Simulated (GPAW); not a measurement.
Consider rock-salt (TiC)1-x(ZrC)x, x = 0.875.

```xyz
16
Lattice="0.0000 4.6535 4.6535 4.6535 0.0000 4.6535 4.6535 4.6535 0.0000" Properties=species:S:1:pos:R:3 pbc="T T T"
Zr    0.0030    4.6523    4.6510
C     2.3712    4.6533    4.6514
Zr    2.3295    6.9796    4.6511
C     4.6560    6.9349    4.6510
Zr    2.3296    4.6532    6.9784
C     4.6564    4.6531    6.9355
Zr    4.6562    6.9795    6.9780
C     6.9830    6.9807    6.9780
Zr    0.0027    2.3258    2.3246
C     2.3293    2.3260    2.3244
Zr    2.3298    4.6525    2.3244
C     4.6560    4.6534    2.3648
Zr    2.3298    2.3259    4.6510
C     4.6564    2.3638    4.6516
Ti    4.6561    4.6562    4.6520
C     6.9417    4.6531    4.6513
```

Absorber: atom 2, with 1 Ti at 2.28 Å, 4 Zr at 2.33 Å and 1 Zr at 2.37 Å (distorted octahedral). Method: GPAW, PBE, excited-electron core hole (neutral cell), 16-atom cell with 6.6 Å between holes, 6×6×6 k points, dipole transitions, Gaussian full width 0.9 eV up to 4 eV, rising linearly to 3.5 eV at 25 eV.

**Question.** Predict the near-edge structure at the C K edge.

Main maxima up to 24 eV above the zero (height): 4.1 eV (1.86), 9.1 eV (1.58) and 12.9 eV (1.33). A K edge sees empty p states; the first features are C p mixed into the empty d states of the Ti and Zr neighbours, and the broad ones above probably into the cations' higher empty bands. The total-energy difference is 287.95 eV. One term is added: -6.71 eV, since the hole is spin-paired here and a spin-polarised one costs that much less in the free atom (computed apart). The photon energy is then 281.24 eV. The functional leaves an error of a few eV in such absolute values.

The C K spectrum (energy from the lowest empty level; intensity scaled to a mean of 1 over the first 20 eV):

```
E (eV)  isotropic  ε ∥ x  ε ∥ y
  -2.0       0.00   0.00   0.00
  -1.5       0.00   0.00   0.00
  -1.0       0.01   0.00   0.01
  -0.5       0.10   0.07   0.11
   0.0       0.43   0.37   0.47
   0.5       0.76   0.66   0.82
   1.0       0.89   0.69   1.00
   1.5       1.00   0.64   1.18
   2.0       1.18   0.81   1.37
   2.5       1.32   1.30   1.33
   3.0       1.47   2.13   1.14
   3.5       1.70   3.12   0.99
   4.0       1.86   2.98   1.29
   4.5       1.75   1.98   1.63
   5.0       1.21   1.02   1.30
   5.5       0.75   0.63   0.80
   6.0       0.75   0.86   0.69
   6.5       0.85   1.04   0.75
   7.0       0.98   1.02   0.95
   7.5       1.19   1.03   1.27
   8.0       1.38   1.03   1.55
   8.5       1.51   1.00   1.76
   9.0       1.58   1.01   1.87
   9.5       1.53   1.03   1.78
  10.0       1.38   1.05   1.54
  10.5       1.24   1.13   1.30
  11.0       1.18   1.26   1.14
  11.5       1.18   1.40   1.07
  12.0       1.23   1.50   1.09
  12.5       1.29   1.52   1.18
  13.0       1.33   1.42   1.28
  13.5       1.26   1.22   1.27
  14.0       1.07   0.98   1.12
  14.5       0.82   0.76   0.85
  15.0       0.61   0.60   0.61
  15.5       0.47   0.51   0.46
  16.0       0.42   0.47   0.39
  16.5       0.39   0.44   0.37
  17.0       0.37   0.40   0.35
  17.5       0.34   0.36   0.33
  18.0       0.31   0.33   0.31
  18.5       0.30   0.32   0.29
  19.0       0.30   0.32   0.29
  19.5       0.31   0.33   0.31
  20.0       0.33   0.34   0.32
  20.5       0.33   0.34   0.33
  21.0       0.34   0.36   0.34
  21.5       0.37   0.39   0.36
  22.0       0.41   0.44   0.40
  22.5       0.48   0.51   0.46
  23.0       0.56   0.60   0.54
  23.5       0.64   0.68   0.62
  24.0       0.73   0.77   0.71
  24.5       0.82   0.86   0.81
  25.0       0.92   0.95   0.90
  25.5       1.02   1.04   1.01
  26.0       1.11   1.12   1.11
  26.5       1.19   1.17   1.20
  27.0       1.24   1.19   1.26
  27.5       1.24   1.16   1.28
  28.0       1.20   1.11   1.24
  28.5       1.12   1.03   1.17
  29.0       1.02   0.94   1.05
  29.5       0.90   0.85   0.92
```

Lifetime broadening is put in by hand, and intensities beyond about 20 eV depend on it and on the partial waves; weight that the partial waves miss at high energy is lost.

[Banner, clock and machine lines of the logs are left out without a mark of their own.]

[Logs are printed without paths, hosts, clocks, repeated set-up lines and the standing remarks that a program may print on its own settings, such as how far it seeks lower states.]

[Hosts, paths, dates, database ids (printed as entryN), source tags and the programs' standing remarks are cut or masked in the printed files.]

[Lists of maxima count a maximum above −3 eV only where it reaches 4 % of the highest in the window and stands out from its surroundings by 2 % of it (1.5 % where it reaches 55 %); shoulders and weaker maxima are passed over, and of the rest the first, up to two pre-edge ones and the few strongest are named.]
